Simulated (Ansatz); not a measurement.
# NaMgBr3 (model cell, started as cubic perovskite with Mg in the octahedra): following an unstable mode, part 2 of 3

Wanted: the energy along a soft mode of NaMgBr3 (model cell, started as cubic perovskite with Mg in the octahedra) and the structure at the end.

Ansatz 0.2.0; DFT PBE, scalar-relativistic, plane waves, PAW.

So far, highest frequency on the path or at a solved wavevector (cm⁻¹): step 2 (the dispersion) 272. Also lowest frequency on the path (cm⁻¹): step 2 -78.9.

The structure was built from a prototype and need not be the compound's stable phase.

## (6) Relaxing from the distorted cell

Starting from the lowest point found, all atoms and the cell are let go, so that strain and other modes of the same symmetry can join in.

input.yaml reads:

```yaml
crystal:
  lattice:
    - [5.3131069714, 5.3131069714, 0.0]
    - [5.3131069714, 0.0, 5.3131069714]
    - [5.3131069714, 0.0, -5.3131069714]
  atoms:
    - { symbol: Na, position: [0.0651991694, -0.0325995847, -0.0977987541] }
    - { symbol: Na, position: [-0.0651991694, 0.5325995847, 0.5977987541] }
    - { symbol: Mg, position: [0.5, 0.25, 0.75] }
    - { symbol: Mg, position: [0.5, 0.75, 0.25] }
    - { symbol: Br, position: [0.4931246037, 0.5068753963, 0.5068753963] }
    - { symbol: Br, position: [0.5068753963, -0.0068753963, -0.0068753963] }
    - { symbol: Br, position: [0.0, 0.0, 0.5068753963] }
    - { symbol: Br, position: [0.0, 0.5, -0.0068753963] }
    - { symbol: Br, position: [0.4931246037, 0.0, 0.5068753963] }
    - { symbol: Br, position: [0.5068753963, 0.5, -0.0068753963] }
kpoints:
  mp_grid: { grid: [4, 4, 4] }
hamiltonian:
  xc: pbe
scf:
  occupations: { method: fixed }
output:
  forces: true
  stress: true
  eigenvalues: true
relax:
  adjacent_minimum: "off"
  f_tol: 0.002
  max_steps: 120
  cell: { stress_tol: 0.03 }
```

Run with:

```sh
> ansatz run input.yaml --threads 4 --pin off --max-ram 14336MiB --backend cpu --events-out ev --progress --plain --runs-dir out
```

Numbers of over 12 decimals in the logs are rounded to 6 here.

Output:

```text
[...]
Crystal: 10 atoms, lattice volume = 299.969 Å³
Basis set: ecut = 420 eV, 5961 PW (Γ), exchange–correlation on 108×108×108 points (8 copies of the dense FFT grid, shifted against one another)
Bands: 50, of which v1, the nominal top of the filled ones, is band 40 counted from 1 (39 counted from 0)
Symmetry: 12 space group operations
[...]
k-points: 13 of 64
[...]
SCF iter   1: F=—  HF=-23533.392921 eV  |F-HF|=—  |Δ(HF+E_count)|=         —  Δρ=6.27e-4  dr2=2.85e-3  ethr=1.77e-3  ⟨swp⟩=7.1  Hψ=2599  notcnv=0  defer=90
[...]
SCF iter   6: F=-23533.392401 eV  HF=-23533.392401 eV  |F-HF|=5.73e-9  |Δ(HF+E_count)|=   1.90e-7  Δρ=3.00e-6  dr2=1.94e-8  ethr=1.25e-10  ⟨swp⟩=20.0  Hψ=4426  notcnv=0
SCF 1 converged in 6 iterations: F = -23533.392401 eV  dr2 = 1.94e-8
[...]
relax step   1: F+E_penalty+E_count = -23533.39240136 eV  Δ(F+E_penalty+E_count) = +0.000e0 eV  max|allowed force component| = 8.713e-2 eV/Å  Δτ_max = 0.0000 Å  P = +0.307 GPa  Ω = 299.969 Å³  (6 SCF iters, dr2 threshold 1.00e-7 eV, accepted)
Crystal: 10 atoms, lattice volume = 304.729 Å³
Basis set: ecut = 420 eV, 5997 PW (Γ), exchange–correlation on 108×108×108 points (8 copies of the dense FFT grid, shifted against one another)
[...]
iter 1 solved again at ethr=6.96e-5 eV; its pass at ethr=3.10e-3 eV (dr2=5.57e-2 eV) is discarded
[...]
SCF iter   6: F=-23533.422927 eV  HF=-23533.422927 eV  |F-HF|=2.92e-7  |Δ(HF+E_count)|=   6.80e-7  Δρ=4.89e-6  dr2=8.03e-8  ethr=6.95e-10  ⟨swp⟩=14.8  Hψ=3778  notcnv=0
SCF 2 converged in 6 iterations: F = -23533.422927 eV  dr2 = 8.03e-8
[...]
relax step   2: F+E_penalty+E_count = -23533.42292697 eV  Δ(F+E_penalty+E_count) = -3.053e-2 eV  max|allowed force component| = 8.732e-2 eV/Å  Δτ_max = 0.0866 Å  P = -0.032 GPa  Ω = 304.729 Å³  energy of the carried Pulay correction = -2.631e-4 eV  (6 SCF iters, dr2 threshold 5.56e-7 eV, accepted)
Crystal: 10 atoms, lattice volume = 307.797 Å³
Basis set: ecut = 420 eV, 6033 PW (Γ), exchange–correlation on 108×108×108 points (8 copies of the dense FFT grid, shifted against one another)
[...]
SCF iter   7: F=-23533.459914 eV  HF=-23533.459914 eV  |F-HF|=3.93e-8  |Δ(HF+E_count)|=   2.07e-6  Δρ=1.65e-6  dr2=1.37e-8  ethr=5.96e-10  ⟨swp⟩=15.8  Hψ=3778  notcnv=0
SCF 3 converged in 7 iterations: F = -23533.459914 eV  dr2 = 1.37e-8
relax step   3: F+E_penalty+E_count = -23533.45991428 eV  Δ(F+E_penalty+E_count) = -3.699e-2 eV  max|allowed force component| = 5.697e-2 eV/Å  Δτ_max = 0.1956 Å  P = +0.140 GPa  Ω = 307.797 Å³  energy of the carried Pulay correction = -4.304e-4 eV  (7 SCF iters, dr2 threshold 4.77e-7 eV, accepted)
[...]
relax step   4: F+E_penalty+E_count = -23533.47096152 eV  Δ(F+E_penalty+E_count) = -1.105e-2 eV  max|allowed force component| = 2.274e-2 eV/Å  Δτ_max = 0.0992 Å  P = +0.025 GPa  Ω = 309.742 Å³  energy of the carried Pulay correction = -5.356e-4 eV  (6 SCF iters, dr2 threshold 2.03e-7 eV, accepted)
[...]
relax step   5: F+E_penalty+E_count = -23533.47212649 eV  Δ(F+E_penalty+E_count) = -1.165e-3 eV  max|allowed force component| = 1.724e-2 eV/Å  Δτ_max = 0.0290 Å  P = +0.001 GPa  Ω = 309.703 Å³  energy of the carried Pulay correction = -5.335e-4 eV  (6 SCF iters, dr2 threshold 3.23e-8 eV, accepted)
[...]
relax step   6: F+E_penalty+E_count = -23533.47227351 eV  Δ(F+E_penalty+E_count) = -1.470e-4 eV  max|allowed force component| = 4.191e-4 eV/Å  Δτ_max = 0.0019 Å  P = -0.002 GPa  Ω = 309.678 Å³  energy of the carried Pulay correction = -5.322e-4 eV  (4 SCF iters, dr2 threshold 1.86e-8 eV, accepted)
[...]
SCF iter   7: F=-23533.472707 eV  HF=-23533.472707 eV  |F-HF|=4.73e-11  |Δ(HF+E_count)|=  3.09e-10  Δρ=5.13e-8  dr2=2.24e-11  ethr=1.00e-12  ⟨swp⟩=20.3  Hψ=4390  notcnv=0
SCF 7 converged in 7 iterations: F = -23533.472707 eV  dr2 = 2.24e-11
relax step   7: F+E_penalty+E_count = -23533.47270655 eV  Δ(F+E_penalty+E_count) = -4.330e-4 eV  max|allowed force component| = 4.324e-4 eV/Å  Δτ_max = 0.0000 Å  P = -0.004 GPa  Ω = 309.678 Å³  stress off target by 4.85e-3 GPa  SCF on the basis re-selected at this cell (its energy is not comparable with the rows above)  (7 SCF iters)
basis re-selected at this cell: Δ(F+E_penalty+E_count) = -4.330e-4 eV, ΔP = -0.002 GPa vs the last step (what re-selecting the basis moved, of the pressure what is left beyond the Pulay correction that the steps carried, after the strain that the cell walked since its last selection, with what the two solves' SCF thresholds leave and, on support functions, any second-order correction that the steps lacked; it is no m [...]
SCF converged after 7 iterations
Free energy (F): -23533.472707 eV
[...]
Internal energy: -23533.472707 eV  (E = F + TS)
E sigma→0 (E₀):  -23533.472707 eV
Fermi energy:    1.580051 eV
[...]
--- Forces (eV/Å), atoms counted from 1 ---
  atom   1  Na    -0.00006510     0.00006510     0.00006510
  atom   2  Na     0.00006510    -0.00006510    -0.00006510
  atom   3  Mg     0.00000000     0.00000000     0.00000000
  atom   4  Mg    -0.00000000     0.00000000    -0.00000000
  atom   5  Br     0.00006977    -0.00006977    -0.00043237
  atom   6  Br    -0.00006977     0.00006977     0.00043237
  atom   7  Br     0.00006977    -0.00043237    -0.00006977
  atom   8  Br    -0.00006977     0.00043237     0.00006977
  atom   9  Br     0.00043237    -0.00006977    -0.00006977
  atom  10  Br    -0.00043237     0.00006977     0.00006977
  max |Σ_I F_I| component: 3.66e-19 eV/Å
--- Stress (GPa, compression-positive) ---
       -0.004299      -0.000554      -0.000554
       -0.000554      -0.004299       0.000554
       -0.000554       0.000554      -0.004299
  P = ⅓ Tr σ = -0.0043 GPa (-0.043 kbar)
--- Band table (eV; the first three rows and the last of 13) ---
  k-point 0: bands = [... 36 lower, 1.0714, 1.4751, 1.4751, 1.5801, 4.1569, 5.2501, 6.0254, 7.3209, ... 6 higher]
  k-point 1: bands = [... 36 lower, 1.0533, 1.3141, 1.3141, 1.4711, 4.8517, 5.6778, 6.3253, 7.0128, ... 6 higher]
  k-point 2: bands = [... 36 lower, 1.1287, 1.1479, 1.1479, 1.2847, 5.9286, 6.2186, 6.3957, 6.6234, ... 6 higher]
  k-point 12: bands = [... 36 lower, 0.7408, 0.7630, 1.1627, 1.1784, 6.8342, 6.8718, 7.0558, 7.1391, ... 6 higher]
--- Relaxed structure (6 steps of the walk, 6 accepted, 1 SCFs on fresh bases) ---
  F+E_penalty+E_count = -23533.47270655 eV   max|allowed force component| = 4.324e-4 eV/Å   (the final SCF, on the basis selected at the relaxed cell)
  cell:  # Å, volume = 309.6783 Å³
    - [5.324800, 5.324800, -6.938893903907228e-18]
    - [5.324800, 0.0, 5.324800]
    - [5.415617, -0.090817, -5.415617]
  atoms:
    - { symbol: Na, position: [0.103395, -0.051697, -0.155092] }
    - { symbol: Na, position: [-0.103395, 0.551697, 0.655092] }
    - { symbol: Mg, position: [0.5, 0.250000, 0.75] }
    - { symbol: Mg, position: [0.5, 0.750000, 0.250000] }
    - { symbol: Br, position: [0.492171, 0.507673, 0.507984] }
    - { symbol: Br, position: [0.507829, -0.00767341, -0.0079841] }
    - { symbol: Br, position: [-0.000310693, 0.000155346, 0.507984] }
    - { symbol: Br, position: [0.000310693, 0.499845, -0.0079841] }
    - { symbol: Br, position: [0.492171, 0.000155346, 0.507984] }
    - { symbol: Br, position: [0.507829, 0.499845, -0.0079841] }
```

It took 19 s on 4 threads of Arm Neoverse V2, shared host; peak memory 0.79 GiB; 72 s of CPU time.

Step by step:

| step | energy less that of the first step (eV) | largest force component (eV/Å) | pressure (GPa) | volume (Å³) |
| --- | --- | --- | --- | --- |
| 1 | 0.0000 | 0.0871 | 0.31 | 299.97 |
| 2 | -0.0305 | 0.0873 | -0.03 | 304.73 |
| 3 | -0.0675 | 0.0570 | 0.14 | 307.80 |
| 4 | -0.0786 | 0.0227 | 0.03 | 309.74 |
| 5 | -0.0797 | 0.0172 | 0.00 | 309.70 |
| 6 | -0.0799 | 0.0004 | 0.00 | 309.68 |
| 7* | -0.0803 | 0.0004 | 0.00 | 309.68 |

Relaxation steps marked * repeat the geometry before them on a plane-wave basis chosen anew for their cell, so energy and pressure can jump there.

Forces are held to the 12 operations that the run works with; a distortion that breaks them can't arise in this run.

| conventional cell, symmetrised | before | after | change |
| --- | --- | --- | --- |
| a (Å) | 7.514 | 7.530 | +0.2 % |
| b (Å) | 7.514 | 7.530 | +0.2 % |
| c (Å) | 18.405 | 18.918 | +2.8 % |
| volume (Å³/atom) | 30.00 | 30.97 | +3.2 % |

The atoms that moved most (Å, as changes of fractional coordinates times the final cell):

| atom | dx | dy | dz | length |
| --- | --- | --- | --- | --- |
| Na2 | 0.209 | -0.209 | -0.209 | 0.361 |
| Na1 | -0.209 | 0.209 | 0.209 | 0.361 |
| Br7 | 0.005 | -0.002 | -0.005 | 0.008 |
| Br6 | -0.005 | 0.005 | 0.002 | 0.008 |
| Br8 | -0.005 | 0.002 | 0.005 | 0.008 |
| Br9 | 0.002 | -0.005 | -0.005 | 0.008 |
| Br10 | -0.002 | 0.005 | 0.005 | 0.008 |
| Br5 | 0.005 | -0.005 | -0.002 | 0.008 |

The relaxed structure:

```cif
data_structure
_symmetry_space_group_name_H-M 'P 1'
_symmetry_Int_Tables_number 1
_cell_length_a 7.5304
_cell_length_b 7.5304
_cell_length_c 7.6594
_cell_angle_alpha 90.000
_cell_angle_beta 60.555
_cell_angle_gamma 60.000
_cell_volume 309.68
loop_
_atom_site_label
_atom_site_type_symbol
_atom_site_fract_x
_atom_site_fract_y
_atom_site_fract_z
_atom_site_occupancy
Na1 Na 0.10339 0.94830 0.84491 1
Na2 Na 0.89661 0.55170 0.65509 1
Mg3 Mg 0.50000 0.25000 0.75000 1
Mg4 Mg 0.50000 0.75000 0.25000 1
Br5 Br 0.49217 0.50767 0.50798 1
Br6 Br 0.50783 0.99233 0.99202 1
Br7 Br 0.99969 0.00016 0.50798 1
Br8 Br 0.00031 0.49984 0.99202 1
Br9 Br 0.49217 0.00016 0.50798 1
Br10 Br 0.50783 0.49984 0.99202 1
```

Numbers from this step:

* pressure: -0.004299 GPa
* gap on the k-mesh: 2.577 eV
* volume per atom: 30.97 Å³

The distorted start has space group R-3m; the relaxation ends in R-3m.

## (7) The new phase in its own primitive cell

The relaxed structure is symmetrised, reduced to its primitive cell and relaxed tightly, as its phonons need.

input.yaml reads:

```yaml
crystal:
  lattice:
    - [3.7652020616, 2.1738404238, 6.3058491851]
    - [-3.7652020616, 2.1738404238, 6.3058491851]
    - [0.0, -4.3476808476, 6.3058491851]
  atoms:
    - { symbol: Na, position: [0.8016972623, 0.8016972623, 0.8016972623] }
    - { symbol: Na, position: [0.1983027377, 0.1983027377, 0.1983027377] }
    - { symbol: Mg, position: [0.5, 0.5, 0.5] }
    - { symbol: Mg, position: [0.0, 0.0, 0.0] }
    - { symbol: Br, position: [0.7498446535, 0.2423265893, 0.7498446535] }
    - { symbol: Br, position: [0.2501553465, 0.7576734107, 0.2501553465] }
    - { symbol: Br, position: [0.7498446535, 0.7498446535, 0.2423265893] }
    - { symbol: Br, position: [0.2501553465, 0.2501553465, 0.7576734107] }
    - { symbol: Br, position: [0.2423265893, 0.7498446535, 0.7498446535] }
    - { symbol: Br, position: [0.7576734107, 0.2501553465, 0.2501553465] }
kpoints:
  mp_grid: { grid: [3, 3, 3] }
hamiltonian:
  xc: pbe
scf:
  occupations: { method: fixed }
output:
  forces: true
  stress: true
  eigenvalues: true
relax:
  adjacent_minimum: "off"
  f_tol: 0.001
  max_steps: 60
  cell: { stress_tol: 0.01 }
```

Output:

```text
[...]
Crystal: 10 atoms, lattice volume = 309.678 Å³
Basis set: ecut = 420 eV, 6045 PW (Γ), exchange–correlation on 108×108×108 points (8 copies of the dense FFT grid, shifted against one another)
Bands: 50, of which v1, the nominal top of the filled ones, is band 40 counted from 1 (39 counted from 0)
Symmetry: 12 space group operations
[...]
k-points: 6 of 27
[...]
- { symbol: Mg, position: [0.5, 0.5, 0.5] }
    - { symbol: Mg, position: [0.0, 0.0, 0.0] }
    - { symbol: Br, position: [0.749845, 0.2423265893, 0.7498446535] }
    - { symbol: Br, position: [0.250155, 0.757673, 0.250155] }
    - { symbol: Br, position: [0.749845, 0.749845, 0.242327] }
    - { symbol: Br, position: [0.250155, 0.250155, 0.757673] }
    - { symbol: Br, position: [0.2423265893, 0.749845, 0.7498446535] }
    - { symbol: Br, position: [0.757673, 0.250155, 0.250155] }
[key lines of the parts left out:]
SCF converged after 5 iterations
Free energy (F): -23533.468911 eV
Fermi energy:    1.580841 eV
P = ⅓ Tr σ = 0.0017 GPa (0.017 kbar)
```

Wall time 3.2 s (4 threads); peak memory 0.72 GiB.

Little changed from the start: no atom moved by 0.005 Å and no cell edge by 0.1 %.

Numbers from this step:

```
pressure           : 0.001736 GPa
gap on the k-mesh  : 2.576 eV
direct gap on mesh : 2.576 eV
```

The largest force component left is 0.59 meV/Å and the pressure is 0.002 GPa, within the tolerances set. The cell now holds 30.97 Å³/atom.

(Part 2 of 3 ends here.)

[Logs are printed without paths, hosts, clocks, repeated set-up lines and the standing remarks that a program may print on its own settings, such as how far it seeks lower states.]

[Hosts, paths, dates, database ids (printed as entryN), source tags and the programs' standing remarks are cut or masked in the printed files.]
